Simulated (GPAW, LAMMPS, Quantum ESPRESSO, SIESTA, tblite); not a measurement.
# GPAW on amorphous carbon (150 atoms): settings against a plane-wave reference

How do the settings of GPAW change the result for amorphous carbon (150 atoms)? A plane-wave run serves as the yardstick.

Main program and level: GPAW 26.7.0; the method is named at each step.

**1. The structure**

The cell holds 150 atoms: 150 C. Cell: a = 11.985 Å, b = 11.985 Å, c = 11.985 Å, α = 90.0°, β = 90.0°, γ = 90.0°. 150 atoms (150 C) placed at random at 1.74 g/cm³, melted at 5500 K for 10 ps at fixed volume with the LCBOP (Los and Fasolino, Phys. Rev. B 68, 024107 (2003)). Quenched from 5500 K to 300 K at 100 K/ps and fixed volume, held 5 ps.

The yardstick, on the same geometry:

| Quantity | Value |
| --- | --- |
| method | Kohn-Sham DFT, PBE, SSSP efficiency 1.3.0 pseudopotentials, plane waves (Quantum ESPRESSO 7.5); sssp-pbe-1.3.0-efficiency, cutoffs 45/360 Ry, Γ point |
| r.m.s. force component | 1.623 eV/Å |
| longest force | 7.232 eV/Å |
| pressure | -10.65 GPa |
| time | 3.4 min on 4 MPI ranks of Arm Neoverse V2, shared host |
| CPU time | 14 min |

**2. PBE, LCAO dzp, h 0.2 Å**

Method: Kohn-Sham DFT, PBE, PAW, atomic orbitals (dzp).

Input file run.py:

```python
import numpy as np
from ase.io import read
from gpaw import GPAW, FermiDirac
from ase.parallel import parprint as print

atoms = read("structure.xyz")
atoms.calc = GPAW(
    mode="lcao",
    basis="dzp",
    h=0.2,
    xc="PBE",
    kpts={"size": (1, 1, 1), "gamma": True},
    occupations=FermiDirac(0.05),
    maxiter=200,
    symmetry={"point_group": False},
    txt="gpaw.txt",
)
energy = atoms.get_potential_energy(force_consistent=True)
forces = atoms.get_forces()
print(f"energy {energy:.6f} eV")
print("forces (eV/A)")
for i, (a, f) in enumerate(zip(atoms, forces)):
    print(f"{i:4d} {a.symbol:2s} {f[0]:10.5f} {f[1]:10.5f} {f[2]:10.5f}")
print(f"Fermi level {atoms.calc.get_fermi_level():.4f} eV")
for k in range(len(atoms.calc.get_ibz_k_points())):
    for s in range(atoms.calc.get_number_of_spins()):
        e = atoms.calc.get_eigenvalues(kpt=k, spin=s)
        n = np.searchsorted(e, atoms.calc.get_fermi_level())
        print(f"k {k} spin {s} levels about the Fermi level:", np.round(e[max(n - 6, 0):n], 4).tolist(), "|", np.round(e[n:n + 6], 4).tolist())
```

Input file structure.xyz:

```xyz
150
Lattice="11.98460 0.00000 0.00000 0.00000 11.98460 0.00000 0.00000 0.00000 11.98460" Properties=species:S:1:pos:R:3 pbc="T T T"
C 10.01949 5.07488 0.89345
C 7.38875 3.51640 3.84694
C 7.27261 5.28065 9.30388
C 7.33577 3.07537 6.53137
C 11.51313 7.81815 3.64176
C 6.61838 9.43452 6.25692
C 5.74781 11.22621 0.07862
C 5.61622 6.00129 3.04097
C 2.75550 3.28330 8.91942
C 9.60458 2.72614 1.53702
C 0.11661 4.25321 3.91944
C 8.21245 4.83387 10.39017
C 4.21462 10.64832 4.98511
C 10.45105 10.38478 8.64437
C 8.65672 1.96751 2.33532
C 4.72301 10.89939 2.31387
C 3.12834 9.61656 0.52109
C 5.56145 2.36840 8.16834
C 11.23748 8.96544 1.26989
C 2.95241 3.92388 6.37113
C 3.43071 7.44651 3.19150
C 3.75334 5.10736 6.21258
C 8.69327 10.54944 6.09932
C 3.33448 8.94111 11.25989
C 6.56588 1.04422 3.17987
C 5.69820 9.78195 11.60277
C 4.66680 11.32545 3.72769
C 0.80884 4.50861 10.60361
C 6.45011 5.18921 2.25358
C 8.13215 4.03965 11.66221
C 10.45489 7.29766 4.58842
C 2.66442 10.45465 8.13587
C 3.29397 3.05859 7.52489
C 0.79602 6.48127 9.15216
C 10.01769 9.39281 7.67122
C 1.13962 4.91381 4.73595
C 11.08384 6.28604 7.00560
C 5.03749 6.80330 8.01866
C 3.68634 5.84237 1.35306
C 6.65421 7.56624 4.58375
C 9.30388 3.88109 0.57814
C 5.71462 3.00658 11.22418
C 1.24987 5.98619 0.60570
C 6.49158 3.37654 7.72683
C 2.24915 6.28772 1.50730
C 3.72278 10.20980 1.59551
C 5.90685 4.62354 0.98286
C 4.80834 9.00091 9.34104
C 1.40771 0.63746 7.91559
C 2.03882 7.14054 2.63433
C 0.96188 7.15553 3.55511
C 10.28039 0.23142 6.81900
C 4.43418 3.87151 11.19649
C 9.73713 1.55956 6.95622
C 0.05237 8.15912 0.39933
C 9.08576 6.92111 3.89188
[... 90 atom lines left out ...]
C 11.30328 4.91932 2.99495
C 3.58268 3.85245 10.01217
C 8.78471 10.07773 2.81470
C 10.79884 10.07174 9.98521
```

Launch:

```
$ OMP_NUM_THREADS=1 mpirun -np 2 gpaw python run.py > output.txt
```

What it wrote:

```text
energy -1195.240358 eV
forces (eV/A)
   0 C     2.20266    1.70522   -1.26408
   1 C     1.02729    1.49514    0.03901
   2 C     1.45306    0.99263    0.71619
   3 C     0.53999   -0.30994   -1.25470
   4 C     3.49138   -0.34947   -0.77028
   5 C     0.27931   -0.96949    0.19702
   6 C    -0.26763   -0.27998   -3.22031
   7 C    -1.04767    0.90746   -2.16226
   8 C     2.06425    2.00058    1.76021
   9 C    -1.10414    0.37533    0.82802
  10 C    -0.61759    1.26904   -1.14188
  11 C     1.75295    0.27627    1.49287
  12 C     0.45957    0.71166   -0.84817
  13 C     0.23138    0.95252   -2.46384
  14 C     1.14613   -0.38448   -1.08938
  15 C    -0.91642    0.47215    0.19626
  16 C     3.08913    2.84803    5.45365
  17 C    -2.72994   -0.82498   -0.58103
  18 C    -1.87452    1.34545    2.32150
  19 C    -2.54751    0.27270   -0.96413
  20 C    -1.80500   -0.69361    0.89165
  21 C    -1.87838   -0.63063   -0.22064
  22 C    -0.50644   -2.34090    1.73615
  23 C    -3.36588    0.11912    1.82295
[...]
142 C     1.13139   -0.71443   -3.80509
 143 C     1.32356    0.86979    0.47271
 144 C    -0.15134    1.03245   -0.12865
 145 C     0.42084    1.33909    3.03630
 146 C    -2.09851    0.18115   -0.13874
 147 C     0.23585   -1.11002    1.62529
 148 C     1.93538    1.27886   -0.15666
 149 C     1.99602   -1.52964    1.84388
Fermi level 3.5168 eV
k 0 spin 0 levels about the Fermi level: [3.2921, 3.3351, 3.3635, 3.4105, 3.4524, 3.5041] | [3.5482, 3.5655, 3.6252, 3.6399, 3.6817, 3.7742]
```

gpaw.txt:

```text
Input parameters:
  mode=LCAO(),
  basis={'default': 'dzp'},
  h=0.2,
  kpts=MonkhorstPack(size=(1, 1, 1), gamma=True),
  maxiter=200,
  occupations=Occupations(name='fermi-dirac', width=0.05, fixmagmom=False),
  symmetry=Symmetry(point_group=False),
  xc=XC(name='PBE')
Unit cell  # Å
| periodic |         x |         y |         z |   lengths |    angles |
|----------|-----------|-----------|-----------|-----------|-----------|
|      yes | 11.984600 |  0.000000 |  0.000000 | 11.984600 | 90.000000 |
|      yes |  0.000000 | 11.984600 |  0.000000 | 11.984600 | 90.000000 |
|      yes |  0.000000 |  0.000000 | 11.984600 | 11.984600 | 90.000000 |
Number of symmetries: 1
Symmetry operations  # r_c * U_cc + t_c -> r_c
|   | kind |            matrix            |
|---|------|------------------------------|
| 0 |  E   |  1, 0, 0,  0, 1, 0,  0, 0, 1 |
BZ-sampling:
  Number of BZ points: 1
  Number of IBZ points: 1
  Monkhorst-Pack size: [1, 1, 1]
  Monkhorst-Pack shift: [0, 0, 0]
[... lines left out ...]
      Number of RI-basis functions 0
Reference energy: -154144.217322  # eV
eigensolver:
density mixing:
  MSR1-Mixer
occupation numbers:
  Fermi-Dirac:
    width: 0.0500  # eV
FastPoissonSolver using
    Stencil: 6*3+1=19 point O(h^6) finite-difference Laplacian
xc functional:
  name: PBE with 2 nearest neighbor stencil
interpolation: tri-quintic # 5. degree polynomial
Initialization done in: 4.951 s
convergence criteria:
- Maximum [total energy] change in last 3 cyles: 0.0005 eV / valence electron
- Maximum integral of absolute [dens]ity change: 0.0001 electrons / valence electron
- Maximum integral of absolute [eigenst]ate change: 4e-08 eV^2 / valence electron
maximum number of iterations: 200
SCF iterations
|iter     |      energy | eigst |  dens |
|---------|-------------|-------|-------|
|iter:   1|-1208.493324 |      c|       |
|iter:   2|-1205.614569 |      c| -0.96 |
|iter:   3|-1289.658123 |      c| -0.99 |
|iter:   4|-1271.967535 |      c| -0.93 |
[...]
|iter:  11|-1195.738599c|      c| -1.92 |
|iter:  12|-1195.351625 |      c| -1.93 |
|iter:  13|-1195.079524 |      c| -2.09 |
|iter:  14|-1195.054509c|      c| -2.53 |
|iter:  15|-1195.047777c|      c| -2.74 |
[...]
|iter:  21|-1195.040369c|      c| -3.77 |
|iter:  22|-1195.040436c|      c| -3.78 |
|iter:  23|-1195.040202c|      c| -4.05c|
Converged in 23 steps
SCF loop duration: 201.514 s (8.761 s/step)
Energy contributions relative to reference atoms: (reference = -154144.217322)
Energy contributions:
  Kinetic:         551.615403
  Coulomb:        -625.664495
  Zero:             17.495032
  External:          0.000000
  Xc:            -1138.285986
  Entropy:          -0.400312
  Spinorbit:         0.000000
  ----------------------------
  Free energy:   -1195.240358
  Extrapolated:  -1195.040202
dipole moment: (-135.657909, 5.468736, -63.765678)  # |e|*Ang
Fermi level: 3.517
Eigenvalues  # (at kpt = [0.000, 0.000, 0.000])
| band index |      eig [eV] | occ [0-2] |
|------------|---------------|-----------|
|          0 |       -15.802 |     2.000 |
|        ... |               |           |
|        292 |         3.190 |     1.997 |
|        293 |         3.230 |     1.994 |
[...]
|        307 |         3.931 |     0.001 |
|        ... |               |           |
|        363 |         7.691 |     0.000 |
Gap: 0.044 eV
Transition (v -> c):
  (s=0, k=0, n=299, [0.00, 0.00, 0.00]) -> (s=0, k=0, n=300, [0.00, 0.00, 0.00])
No difference between direct/indirect transitions
Force computation time: 15.321  # s
```

The job ended after 3.7 min (2 MPI ranks of Arm Neoverse V2, shared host; peak memory 2.1 GiB; 7.5 min of CPU time).

Banners, paths, timers and routine set-up lines are dropped from the logs unmarked, and long logs keep their key lines alone; longer cuts are marked.

Against the reference:

```yaml
r_m_s_force_component: 1.642 eV/Å
r_m_s_difference_of_force_components: 151.6 meV/Å
longest_difference_of_force_vectors: 709.7 meV/Å
force_difference_over_r_m_s_force: 9.34 %
slope_of_forces_against_the_reference_s: 1.008
correlation_of_force_components: 0.9958
```

The surroundings of C70, which has 2 bonded neighbours where the commonest count for C is 3, nearest first, numbered as they follow in the input and with coordinates relative to it.

```tsv
atom	x	y	z	distance (Å)	bonds	Fx	Fy	Fz (eV/Å)
C70	0.00	0.00	0.00	0.00	2	-1.80	0.47	4.31
C74	-0.41	0.02	1.32	1.38	2	0.97	-0.31	-3.89
C57	0.42	0.78	-1.11	1.42	3	0.07	-4.17	-1.08
C28	0.45	2.15	-0.87	2.36	3	1.76	0.53	3.48
C76	1.09	0.40	-2.34	2.61	3	0.01	0.71	0.83
C63	1.12	2.47	0.27	2.72	2	-1.03	1.99	0.77
C94	-1.30	-0.02	2.41	2.74	3	-1.05	0.69	-0.36
C10	-2.74	0.37	2.05	3.44	3	-1.10	0.38	0.83
C141	-0.28	3.16	-1.48	3.51	3	1.16	2.91	-2.51
C138	0.57	-0.39	-3.45	3.52	3	1.22	-0.04	-0.63
C41	-3.04	1.52	1.09	3.57	3	-1.61	-0.77	0.95
C9	2.40	0.92	-2.56	3.62	3	2.06	2.00	1.76
```

Atoms are counted from 1 here, from 0 in the log.

Forces lie 9.3 % from the reference's, at 0.54 times its CPU time (on 2 against 4 cores).

**3. PBE, grid h 0.2 Å**

Method: Kohn-Sham DFT, PBE, PAW, finite differences on a real-space grid.

run.py: that of step 2 with these lines changed.

```diff
@@ -7,4 +7,3 @@
 atoms.calc = GPAW(
-    mode="lcao",
-    basis="dzp",
+    mode="fd",
     h=0.2,
@@ -15,2 +14,3 @@
     symmetry={"point_group": False},
+    nbands=355,
     txt="gpaw.txt",
```

structure.xyz is that of step 2.

Launch:

```
$ OMP_NUM_THREADS=1 mpirun -np 4 gpaw python run.py > output.txt
```

What it wrote:

```text
energy -1230.457061 eV
forces (eV/A)
   0 C     2.18702    1.52202   -1.18603
   1 C     1.00443    1.38686   -0.01009
   2 C     1.51113    0.87795    0.50041
   3 C     0.42332   -0.30678   -1.18652
   4 C     3.32585   -0.27296   -0.76776
   5 C     0.51095   -0.85999   -0.01822
   6 C    -0.38023   -0.06695   -3.06403
   7 C    -0.90194    0.83013   -2.18135
   8 C     1.88668    1.86452    1.81948
   9 C    -1.14631    0.26369    0.95637
  10 C    -0.76996    1.39387   -1.24978
  11 C     1.72354    0.32348    1.45267
  12 C     0.70400    0.78528   -0.94077
  13 C     0.39918    0.75029   -2.39890
  14 C     1.22114   -0.32763   -1.02965
  15 C    -1.02760    0.40723   -0.01059
  16 C     3.51170    2.94861    5.56757
  17 C    -2.52866   -0.85428   -0.55277
  18 C    -1.93793    1.48536    1.98383
  19 C    -2.59382    0.44486   -0.91497
  20 C    -1.75554   -0.89296    0.84302
  21 C    -1.72515   -0.72520    0.01528
  22 C    -0.53149   -2.27526    1.84489
  23 C    -3.13695    0.33687    1.98075
[...]
142 C     0.94189   -0.71985   -3.71454
 143 C     1.14591    0.86090    0.44300
 144 C    -0.19451    1.20841   -0.03321
 145 C     0.31667    1.43057    2.85669
 146 C    -2.21969   -0.00984    0.04295
 147 C     0.30575   -1.28184    1.72074
 148 C     1.74549    1.28344   -0.14277
 149 C     1.87999   -1.53714    1.88166
Fermi level 3.5029 eV
k 0 spin 0 levels about the Fermi level: [3.2769, 3.3208, 3.3501, 3.3966, 3.4379, 3.4911] | [3.534, 3.5522, 3.6107, 3.6268, 3.663, 3.7621]
```

gpaw.txt:

```text
Input parameters:
  mode=FD(),
  h=0.2,
  kpts=MonkhorstPack(size=(1, 1, 1), gamma=True),
  maxiter=200,
  nbands=355,
  occupations=Occupations(name='fermi-dirac', width=0.05, fixmagmom=False),
  symmetry=Symmetry(point_group=False),
  xc=XC(name='PBE')
Diagonalizing LCAO Hamiltonian
Converting LCAO to fd mode
        .----------------------------.
       /|                            |
[... lines left out ...]
  Converge bands: occupied
[... lines left out ...]
  Fermi-Dirac:
[... lines left out ...]
convergence criteria:
- Maximum [total energy] change in last 3 cyles: 0.0005 eV / valence electron
[... lines left out ...]
Converged in 32 steps
[... lines left out ...]
  Free energy:   -1230.457061
  Extrapolated:  -1230.256619
dipole moment: (-134.758700, 5.778483, -63.611038)  # |e|*Ang
Fermi level: 3.503
Eigenvalues  # (at kpt = [0.000, 0.000, 0.000])
| band index |      eig [eV] | occ [0-2] |
|------------|---------------|-----------|
|          0 |       -15.742 |     2.000 |
|        ... |               |           |
|        292 |         3.166 |     1.998 |
|        293 |         3.219 |     1.993 |
[...]
|        307 |         3.918 |     0.000 |
|        ... |               |           |
|        354 |         6.921 |     0.000 |
Gap: 0.043 eV
Transition (v -> c):
  (s=0, k=0, n=299, [0.00, 0.00, 0.00]) -> (s=0, k=0, n=300, [0.00, 0.00, 0.00])
No difference between direct/indirect transitions
Force computation time: 1.825  # s
timing:  # [seconds]
  Total:  326.280  # ━━━━━━━━━━━━━━━━━━━━━━━━━━━━━━━━━━━━━━━━━━━━━━━━━━━━━━━━
  Init:     9.181  # ━╸
  SCF:    315.270  # ━━━━━━━━━━━━━━━━━━━━━━━━━━━━━━━━━━━━━━━━━━━━━━━━━━━━━━
  Forces:   1.825  # ╸
```

Elapsed: 5.5 min, on 4 MPI ranks; peak memory 3.7 GiB; 22 min of CPU time.

Numbers from this run, and their distance from the reference:

```yaml
r_m_s_force_component: 1.621 eV/Å
r_m_s_difference_of_force_components: 10.61 meV/Å
longest_difference_of_force_vectors: 41.33 meV/Å
force_difference_over_r_m_s_force: 0.6535 %
slope_of_forces_against_the_reference_s: 0.9987
correlation_of_force_components: 1
```

Against the first run (9.3 %), the force difference from the reference is 0.65 %, at 2.9 times the CPU time (on 4 against 2 cores).

**4. PBE, LCAO dzp, h 0.2 Å, other mixer settings**

Method: Kohn-Sham DFT, PBE, PAW, atomic orbitals (dzp).

run.py: that of step 3 with these lines changed.

```diff
@@ -2,3 +2,3 @@
 from ase.io import read
-from gpaw import GPAW, FermiDirac
+from gpaw import GPAW, FermiDirac, Mixer
 from ase.parallel import parprint as print
@@ -7,3 +7,4 @@
 atoms.calc = GPAW(
-    mode="fd",
+    mode="lcao",
+    basis="dzp",
     h=0.2,
@@ -12,5 +13,5 @@
     occupations=FermiDirac(0.05),
+    mixer=Mixer(0.03, 7, 100),
     maxiter=200,
     symmetry={"point_group": False},
-    nbands=355,
     txt="gpaw.txt",
```

structure.xyz is that of step 3.

What it wrote:

```text
energy -1195.240346 eV
forces (eV/A)
   0 C     2.20271    1.70518   -1.26474
   1 C     1.02930    1.49450    0.03991
   2 C     1.44487    0.99231    0.72252
   3 C     0.53590   -0.31438   -1.25861
   4 C     3.49240   -0.35187   -0.77397
   5 C     0.27699   -0.96996    0.19910
[...]
147 C     0.23736   -1.10428    1.62386
 148 C     1.93527    1.27807   -0.15949
 149 C     1.99248   -1.52829    1.84381
Fermi level 3.5171 eV
k 0 spin 0 levels about the Fermi level: [3.2925, 3.3352, 3.3638, 3.4106, 3.4527, 3.5041] | [3.5486, 3.5659, 3.6255, 3.6402, 3.6822, 3.7745]
```

gpaw.txt:

```text
Input parameters:
  mode=LCAO(),
  basis={'default': 'dzp'},
  h=0.2,
  kpts=MonkhorstPack(size=(1, 1, 1), gamma=True),
  maxiter=200,
[... lines left out ...]
  occupations=Occupations(name='fermi-dirac', width=0.05, fixmagmom=False),
[... lines left out ...]
  Fermi-Dirac:
[... lines left out ...]
convergence criteria:
- Maximum [total energy] change in last 3 cyles: 0.0005 eV / valence electron
[... lines left out ...]
Converged in 28 steps
[... lines left out ...]
  Free energy:   -1195.240346
[... lines left out ...]
Fermi level: 3.517
[... lines left out ...]
|        ... |               |           |
|        292 |         3.190 |     1.997 |
|        293 |         3.231 |     1.993 |
[...]
|        307 |         3.931 |     0.001 |
|        ... |               |           |
|        363 |         7.691 |     0.000 |
Gap: 0.045 eV
Transition (v -> c):
  (s=0, k=0, n=299, [0.00, 0.00, 0.00]) -> (s=0, k=0, n=300, [0.00, 0.00, 0.00])
No difference between direct/indirect transitions
Force computation time: 8.319  # s
```

The job ended after 3 min (4 MPI ranks; peak memory 3 GiB).

Against the reference:

* r.m.s. force component: 1.642 eV/Å
* r.m.s. difference of force components: 152.3 meV/Å
* longest difference of force vectors: 715.8 meV/Å
* force difference over r.m.s. force: 9.389 %
* slope of forces against the reference's: 1.008
* correlation of force components: 0.9957
* energy less the same-level run's: 0.0001 meV/atom
* r.m.s. force difference from the same-level run: 3.423 meV/Å

Against the first run (9.3 %), the force difference from the reference is 9.4 %, at 1.6 times the CPU time (on 4 against 2 cores): another solver or mixer reaches the same state.

**5. PBE, LCAO szp(dzp), h 0.2 Å**

Method: Kohn-Sham DFT, PBE, PAW, atomic orbitals (szp(dzp)).

run.py: that of step 4 with these lines changed.

```diff
@@ -2,3 +2,3 @@
 from ase.io import read
-from gpaw import GPAW, FermiDirac, Mixer
+from gpaw import GPAW, FermiDirac
 from ase.parallel import parprint as print
@@ -8,3 +8,3 @@
     mode="lcao",
-    basis="dzp",
+    basis="szp(dzp)",
     h=0.2,
@@ -13,3 +13,2 @@
     occupations=FermiDirac(0.05),
-    mixer=Mixer(0.03, 7, 100),
     maxiter=200,
```

structure.xyz is that of step 4.

Launch:

```
$ OMP_NUM_THREADS=1 mpirun -np 2 gpaw python run.py > output.txt
```

What it wrote:

```text
energy -1076.650904 eV
forces (eV/A)
   0 C     2.06816    1.72986   -1.61177
   1 C     0.96476    1.62830    0.06987
   2 C     1.07004    1.09216    1.12784
   3 C     0.61562   -0.35976   -1.53121
   4 C     3.55470   -0.65471   -0.73334
   5 C    -0.19291   -1.06194    0.59510
   6 C    -0.16760   -0.70704   -3.31723
   7 C    -0.99379    0.81313   -2.15142
   8 C     2.08003    2.11924    1.64498
   9 C    -1.00904    0.66641    0.74294
  10 C    -0.55130    1.24128   -1.23961
  11 C     1.57816    0.15956    1.58225
[...]
145 C     0.51673    1.01606    3.30818
 146 C    -1.89609    0.57590   -0.54911
 147 C     0.06974   -0.89872    1.44656
 148 C     2.43786    1.14894   -0.20432
 149 C     2.31154   -1.43826    1.58315
Fermi level 2.4089 eV
k 0 spin 0 levels about the Fermi level: [2.1848, 2.2468, 2.258, 2.3049, 2.3482, 2.4026] | [2.434, 2.4549, 2.5086, 2.5257, 2.5814, 2.6478]
```

gpaw.txt:

```text
Input parameters:
  mode=LCAO(),
  basis={'default': 'szp(dzp)'},
  h=0.2,
  kpts=MonkhorstPack(size=(1, 1, 1), gamma=True),
  maxiter=200,
  occupations=Occupations(name='fermi-dirac', width=0.05, fixmagmom=False),
  symmetry=Symmetry(point_group=False),
  xc=XC(name='PBE')
[... lines left out ...]
  Fermi-Dirac:
[... lines left out ...]
convergence criteria:
- Maximum [total energy] change in last 3 cyles: 0.0005 eV / valence electron
[... lines left out ...]
Converged in 23 steps
[... lines left out ...]
  Free energy:   -1076.650904
[... lines left out ...]
dipole moment: (-137.200723, 5.699489, -64.734088)  # |e|*Ang
Fermi level: 2.409
Eigenvalues  # (at kpt = [0.000, 0.000, 0.000])
| band index |      eig [eV] | occ [0-2] |
|------------|---------------|-----------|
|          0 |       -16.928 |     2.000 |
|        ... |               |           |
|        292 |         2.110 |     1.995 |
|        293 |         2.127 |     1.993 |
[...]
|        307 |         2.811 |     0.001 |
|        ... |               |           |
|        363 |         6.557 |     0.000 |
Gap: 0.031 eV
Transition (v -> c):
  (s=0, k=0, n=299, [0.00, 0.00, 0.00]) -> (s=0, k=0, n=300, [0.00, 0.00, 0.00])
No difference between direct/indirect transitions
Force computation time: 10.417  # s
```

The job ended after 2.4 min (2 MPI ranks; peak memory 1.6 GiB; 4.7 min of CPU time).

Compared with the plane-wave run:

```yaml
r_m_s_force_component: 1.672 eV/Å
r_m_s_difference_of_force_components: 387.1 meV/Å
longest_difference_of_force_vectors: 1643 meV/Å
force_difference_over_r_m_s_force: 23.86 %
slope_of_forces_against_the_reference_s: 1.002
correlation_of_force_components: 0.9728
```

This is a coarse setting, run to see what it loses.

Against the first run (9.3 %), the force difference from the reference is 24 %, at 0.63 times the CPU time, with 1350 basis functions against 1950: the smaller basis costs accuracy.

(Continued in part 2 of 2.)

[Also dropped from logs without a mark: logging warnings of Python, and SIESTA's first energy breakdown and zero terms.]

[Logs are printed without paths, hosts, clocks, repeated set-up lines and the standing remarks that a program may print on its own settings, such as how far it seeks lower states.]

[Hosts, paths, dates, database ids (printed as entryN), source tags and the programs' standing remarks are cut or masked in the printed files.]
